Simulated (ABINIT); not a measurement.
Planning a run of ABINIT 10.8.3 on Na2H6Pt (Fm-3m). The input:

```
acell 3*1.0 Angstrom
rprim 
  0.000000000000 3.629315950000 3.629315950000
  3.629315950000 -0.000000000000 3.629315950000
  3.629315950000 3.629315950000 -0.000000000000
ntypat 3
znucl 11 1 78
natom 9
typat 1 1 2 2 2 2 2 2 3
xred 
  0.750000000000 0.750000000000 0.750000000000
  0.250000000000 0.250000000000 0.250000000000
  0.774464350000 0.774464350000 0.225535650000
  0.225535650000 0.774464350000 0.225535650000
  0.774464350000 0.225535650000 0.225535650000
  0.225535650000 0.225535650000 0.774464350000
  0.774464350000 0.225535650000 0.774464350000
  0.225535650000 0.774464350000 0.774464350000
  0.000000000000 0.000000000000 0.000000000000
pp_dirpath "pseudos"
pseudos "Na.upf, H.upf, Pt.upf"
ecut 38
ngkpt 2 2 2
nshiftk 1
shiftk 0 0 0
kptopt 1
chksymbreak 0
istwfk *1
occopt 1
irdwfk 1
optdriver 4
nband 84
gwcalctyp 10
ecutsigx 38
symsigma 1
nkptgw 3
kptgw 
  0.0000000000 0.0000000000 0.0000000000
  0.5000000000 0.0000000000 0.0000000000
  0.5000000000 0.5000000000 0.0000000000
bdgw 
  13 27
  13 27
  13 27
ecuteps 3.9
irdscr 1
ppmodel 1
irdqps 1
indata_prefix "in"
outdata_prefix "out"
tmpdata_prefix "tmp"
```

```sh
OMP_NUM_THREADS=1 mpirun -n 4 abinit run.abi > log
```

**Question.** How long will it take on 4 MPI ranks of Intel Xeon Platinum 8488C (Sapphire Rapids), shared host, and how much memory?

It took 17 s; on shared hardware allow 8.3 s to 33 s. Peak host memory was 1.2 GiB.

[Paths, hosts, dates, memory and timing lines, banners, echoed tables and standing remarks are left out of the program output.]

[Logs are printed without paths, hosts, clocks, repeated set-up lines and the standing remarks that a program may print on its own settings, such as how far it seeks lower states.]

[Runs of the session that timed out or met a known fault of the program may be left out.]

[Hosts, paths, dates, database ids (printed as entryN), source tags and the programs' standing remarks are cut or masked in the printed files.]

[G0W0 gaps are taken among the corrected bands and points alone; a level outside them can change the order at an edge.]

[Where Ansatz stands beside ABINIT at settings called matched, ABINIT's density can come from a denser mesh and the files from another edition; pairs whose starting gaps differed by over 0.03 eV were left out, so agreement reads better than it is.]
